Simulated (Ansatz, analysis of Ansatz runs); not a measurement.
# V_H under the (100) surface of MgH2: energy against depth, part 2 of 2

How does the energy of V_H change with depth under the (100) face of MgH2? Model: a cell of 108 host atoms with 1 H taken out, a symmetric slab with vacuum.

Ansatz 0.2.0; plane-wave PAW DFT, PBEsol; a slab with vacuum, neutral defects.

So far. Step 2 (The clean slab): On a dense mesh the slab's energy differs by 7 meV an atom, so the sampling is kept; the layers are compared at one sampling, where most of this error should cancel, which was not tested. Step 3 (Does the supercell reconstruct?): Atoms end at most 0.02 Å from the small cell's positions, so the small cell's structure is at least a local minimum.

### Step 5. Energies and states

Single points on the relaxed structures give the energies, all at one sampling, and show where the defect's states lie.

layer1_M1.point.pbesol/input.yaml reads:

```yaml
crystal:
  lattice:
    - [0.0, 8.977611, 0.0]
    - [-8.953388, 0.0, 0.0]
    - [0.0, 0.0, 26.0]
  atoms:
    - { symbol: Mg, position: [0.16727807, 0.23625817, 0.2834289] }
    - { symbol: Mg, position: [0.33412709, -0.0033453, 0.37076191] }
[... 12 atom lines left out ...]
    - { symbol: H, position: [0.33281461, 0.34969362, 0.66081755] }
    - { symbol: H, position: [0.16778522, 0.42293811, 0.75594603] }
[... 7 atom lines left out ...]
    - { symbol: Mg, position: [0.33006309, 0.48639928, 0.71592039] }
[... 26 atom lines left out ...]
    - { symbol: H, position: [0.6687115, 0.35009184, 0.66057573] }
[... 7 atom lines left out ...]
    - { symbol: Mg, position: [0.67098284, 0.48697523, 0.71582515] }
[... 11 atom lines left out ...]
    - { symbol: H, position: [0.5005477, 0.60125052, 0.68533889] }
[... 35 atom lines left out ...]
    - { symbol: H, position: [0.83576932, 0.60375883, 0.68413983] }
basis:
  ecutwfc: 420
  xc_grid: 2
hamiltonian:
  xc: pbesol
kpoints:
  mp_grid: { grid: [1, 1, 1] }
magnetization:
  spin_polarized: true
  initial_magnetization: 1
  spin_locking: { lock_magnetization: hard }
scf:
  occupations: { method: fermi_dirac, width: 0.01 }
  max_iter: 100
output:
  forces: true
  eigenvalues: true
  eigenstates: { localisation: true }
  populations: true
  efg: {}
  write_density: true
  write_potential: true
  volumetric_format: npy
checkpoint:
  write: "../layer1_M1.point.pbesol.run"
  compress: false
  write_wavefunctions: false
  write_every: 100000
```

Started as:

```console
$ ansatz run input.yaml --threads 4 --pin off --max-ram 15073MiB --backend cpu --events-out ev --progress --plain --runs-dir out
```

The job ended after 63 s (4 threads of Arm Neoverse V1, shared host; peak memory 3.6 GiB).

States next to the filling edge at the first k-point, on the run's own zero (eigenstates.tsv). The participation number counts the atoms that a state is spread over, of 107; bands count from 0.

| spin | band | energy (eV) | occupation | participation | largest share on | share |
| --- | --- | --- | --- | --- | --- | --- |
| down | 209 | -2.204 | 1.00 | 36.2 | H9 | 0.09 |
| down | 210 | -2.179 | 1.00 | 12.0 | H16 | 0.16 |
| down | 211 | -2.080 | 1.00 | 8.0 | H69 | 0.29 |
| down | 212 | -2.056 | 1.00 | 14.4 | H62 | 0.13 |
| down | 213 | -2.047 | 1.00 | 13.2 | H98 | 0.14 |
| down | 214 | -2.019 | 1.00 | 13.6 | H34 | 0.13 |
| down | 215 | 1.495 | 0.00 | 9.1 | Mg24 | 0.21 |
| down | 216 | 2.115 | 0.00 | 27.5 | H62 | 0.06 |
| down | 217 | 2.185 | 0.00 | 26.6 | H87 | 0.06 |
| down | 218 | 2.449 | 0.00 | 63.7 | H26 | 0.03 |
| down | 219 | 2.487 | 0.00 | 61.0 | H52 | 0.03 |
| up | 210 | -2.199 | 1.00 | 11.5 | H16 | 0.18 |
| up | 211 | -2.089 | 1.00 | 7.7 | H69 | 0.29 |
| up | 212 | -2.059 | 1.00 | 17.4 | H62 | 0.11 |
| up | 213 | -2.048 | 1.00 | 13.0 | H98 | 0.15 |
| up | 214 | -2.030 | 1.00 | 16.1 | H105 | 0.13 |
| up | 215 | 0.483 | 1.00 | 6.3 | Mg24 | 0.26 |
| up | 216 | 2.053 | 0.00 | 25.4 | H69 | 0.07 |
| up | 217 | 2.114 | 0.00 | 27.5 | H62 | 0.06 |
| up | 218 | 2.441 | 0.00 | 84.8 | H79 | 0.02 |
| up | 219 | 2.470 | 0.00 | 76.3 | H52 | 0.02 |
| up | 220 | 2.556 | 0.00 | 52.6 | Mg24 | 0.05 |

Under PBEsol, periodic cell with vacuum at the zone centre alone, the highest filled state is spin up, spread over 6 of 107 atoms, and the lowest empty one, 1.01 eV above it, is spin down, spread over 9 of 107 atoms.

Löwdin populations of the atoms near the centre, and their excess over far atoms of the same element, which can also hold differences between inequivalent host sites (the log counts sites from 0):

| atom | distance from the centre (Å) | electrons | excess |
| --- | --- | --- | --- |
| Mg24 | 1.92 | 8.775 | 0.205 |
| Mg59 | 1.93 | 8.774 | 0.204 |
| H71 | 2.42 | 1.658 | -0.011 |
| H15 | 2.95 | 1.692 | 0.023 |
| H51 | 2.96 | 1.692 | 0.023 |
| H16 | 2.98 | 1.605 | -0.064 |
| H87 | 2.99 | 1.605 | -0.063 |
| H53 | 3.42 | 1.681 | 0.012 |

The largest moments in the atoms' spheres: H71 0.04, Mg24 0.02, Mg59 0.02, Mg58 0.01, H86 0.01, Mg95 0.01 μB.

Contact couplings A = (2/3) μ0 ge μB gN μN ρs / (2S h), for each element's most abundant magnetic isotope:

| atom | isotope | distance from the centre (Å) | contact spin density (e/Å³) | A (MHz) |
| --- | --- | --- | --- | --- |
| H71 | 1H | 2.42 | 0.116 | 77.0 |
| Mg24 | 25Mg | 1.92 | 1.65 | -67.0 |
| Mg59 | 25Mg | 1.93 | 1.64 | -66.4 |
| Mg95 | 25Mg | 4.62 | 0.603 | -24.5 |
| Mg58 | 25Mg | 4.39 | 0.481 | -19.5 |
| H86 | 1H | 5.15 | 0.0193 | 12.8 |
| H15 | 1H | 2.95 | 0.0113 | 7.5 |
| H51 | 1H | 2.96 | 0.0110 | 7.3 |
| H48 | 1H | 4.63 | 0.00826 | 5.5 |
| H53 | 1H | 3.42 | 0.00668 | 4.4 |

Spin density in the cb plane at fractional x = 0.500, through the centre, with atoms of Mg and H within 0.45 Å of it.

Ten even steps from '0' (-0.002 e/Å³) to '9' (0.075 e/Å³), each cell a mean:
```
00000000000000000000000000000000000000000000
00000000000000000000000000000000000000000000
00000000000000000000000000000000000000000000
00000000000000000000000000000000000000000000
00000000000000000000000000000000000000000000
00000000000000000000110000000000000000000000
00000000000000000001221000000000000000000000
00000000000000000012442000000000000000000000
00000000000000000123674000111000000000000000
00000000000000000113574002222100000000000000
00000000000000000011220024543110000000000000
00000000000000000000000257764210000000000000
00000000000000000000001479974210000000000000
00000000000000000000002589864210000000000000
00000000000000000000002467753210000000000000
00000000000000000000001345432100000000000000
00000000000000000000001223221100000000000000
00000000000000000000000111111000000000000000
00000000000000000000000001100000000000000000
00000000000000000000000000000000000000000000
00000000000000000000000000000000000000000000
00000000000000000000000000000000000000000000
00000000000000000000000000000000000000000000
00000000000000000000000000000000000000000000
```
Columns run along c (16.0 Å, from fractional 0.38 to 1.00 of the cell), rows up along b (9.0 Å). Atoms in or near the plane, at fractional coordinates: Mg at (0.46, 0.25), Mg at (0.63, 0.25), H at (0.41, 0.40), H at (0.58, 0.40), H at (0.51, 0.09), H at (0.68, 0.10), Mg at (0.46, 0.75), Mg at (0.63, 0.75), H at (0.41, 0.90), H at (0.58, 0.90), H at (0.51, 0.59), H at (0.76, 0.92), H at (0.69, 0.60).

Electrostatic potential energy in the cb plane at fractional x = 0.500, through the centre, with atoms of Mg and H within 0.45 Å of it. With pseudopotentials it is smooth inside the atoms' cores, unlike the true potential.

Ten even steps from '0' (-42 eV) to '9' (5 eV), each cell a mean:
```
88899999999988899999999998779999999999999999
85379999999996279999999998228999999999999999
94278889999996268888999999669999999999999999
98887667899998887667899999999999999999999999
99874115899999985114799999999999999999999999
99861002789999872001789999999999999999999999
99872003799999873002789999999999999999999999
99986336899999986336889999999999999999999999
99988778768999998778855899999999999999999999
99999999505999999999822899999999999999999999
99999999857899999999977899999999999999999999
89999999999889999999999999999999999999999999
88899999999988899999999999999999999999999999
85279999999996379999999999999999999999999999
95278889999995168888999999999999999999999999
98887677899999887767899999999999999999999999
99874115899999985114789999999999999999999999
99861002789999872001689999999999999999999999
99872003799999873002789999999999999999999999
99986336899999986336889999999999999999999999
99988778768999998778845999999999999999999999
99999999505999999999823899999999999999999999
99999999857899999999977899999999999999999999
89999999999889999999999999999999999999999999
```
Columns run along c (16.0 Å, from fractional 0.38 to 1.00 of the cell; values clipped at the 3rd and 97th percentile), rows up along b (9.0 Å). Atoms in or near the plane, at fractional coordinates: Mg at (0.46, 0.25), Mg at (0.63, 0.25), H at (0.41, 0.40), H at (0.58, 0.40), H at (0.51, 0.09), H at (0.68, 0.10), Mg at (0.46, 0.75), Mg at (0.63, 0.75), H at (0.41, 0.90), H at (0.58, 0.90), H at (0.51, 0.59), H at (0.76, 0.92), H at (0.69, 0.60).

Valence density in the cb plane at fractional x = 0.500, through the centre, with atoms of Mg and H within 0.45 Å of it. It is the smooth field of the valence electrons, not physical close to the nuclei.

Values in e/Å³, 13 rows by 16 columns, each cell a mean:
```
 0  0  0  0  0  0  0  0  0  1  0  0  0  0  0  0
 1  0  0  0  0  1  0  0  0  0  0  0  0  0  0  0
 0  2  4  0  0  0  6  0  0  0  0  0  0  0  0  0
 0  3  8  0  0  0 10  1  0  0  0  0  0  0  0  0
 0  0  0  0  0  0  0  0  0  0  0  0  0  0  0  0
 0  0  0  1  0  0  0  0  0  0  0  0  0  0  0  0
 0  0  0  0  0  0  0  0  0  0  0  0  0  0  0  0
 1  0  0  0  0  1  0  0  0  0  0  0  0  0  0  0
 0  0  1  0  0  0  1  0  0  0  0  0  0  0  0  0
 0  4 10  0  0  0 12  1  0  0  0  0  0  0  0  0
 0  1  2  0  0  0  3  0  0  0  0  0  0  0  0  0
 0  0  0  1  0  0  0  1  1  0  0  0  0  0  0  0
 0  0  0  0  0  0  0  0  0  0  0  0  0  0  0  0
```
Columns run along c (16.0 Å, from fractional 0.38 to 1.00 of the cell), rows up along b (9.0 Å). Atoms in or near the plane, at fractional coordinates: Mg at (0.46, 0.25), Mg at (0.63, 0.25), H at (0.41, 0.40), H at (0.58, 0.40), H at (0.51, 0.09), H at (0.68, 0.10), Mg at (0.46, 0.75), Mg at (0.63, 0.75), H at (0.41, 0.90), H at (0.58, 0.90), H at (0.51, 0.59), H at (0.76, 0.92), H at (0.69, 0.60).

Against the clean slab and H (H2 molecule):

| layer | depth (Å) | total moment (μB) | formation energy (eV) | against the deepest layer (eV) |
| --- | --- | --- | --- | --- |
| 1 | 0.00 | 1 | 1.20 | -0.16 |
| 2 | 1.84 | 1 | 1.23 | -0.13 |
| 3 | 4.17 | 1 | 1.37 | 0.01 |
| 4 | 6.41 | 1 | 1.36 | 0.00 |

### Step 6. What came out

| Property | Result |
| --- | --- |
| highest less deepest of the layers obtained (PBEsol) | -0.16 eV |
| layer of the lowest energy (PBEsol) | 1 |

**Reading.** Under PBEsol V_H is 0.16 eV lower in layer 1 than in layer 4, 6.4 Å down, and the next layer ties with it within 0.03 eV, so it prefers the region near the surface. At 600 K the Boltzmann factor between the best layer and the deepest is about 20 a site, entropy of vibration left out. The two deepest layers differ by 0.01 eV, so the energy levels off towards the middle. The clean slab's gap at this sampling is 4.15 eV. Limits: neutral states alone; one site a layer, which need not be the same crystallographic site in every layer, at most four layers; one defect on one side of the slab, 9.0 Å from its images and with no dipole correction; the deepest layer of so thin a slab is not yet bulk, and the thickness was not varied; the in-plane lattice is the database's, not relaxed here; no adsorbates, no temperature.

[Logs are printed without paths, hosts, clocks, repeated set-up lines and the standing remarks that a program may print on its own settings, such as how far it seeks lower states.]

[Hosts, paths, dates, database ids (printed as entryN), source tags and the programs' standing remarks are cut or masked in the printed files.]

[Maps of the electrostatic potential energy from Ansatz leave out the sawtooth potential of an applied field or a dipole correction, so their vacuum need not be flat.]
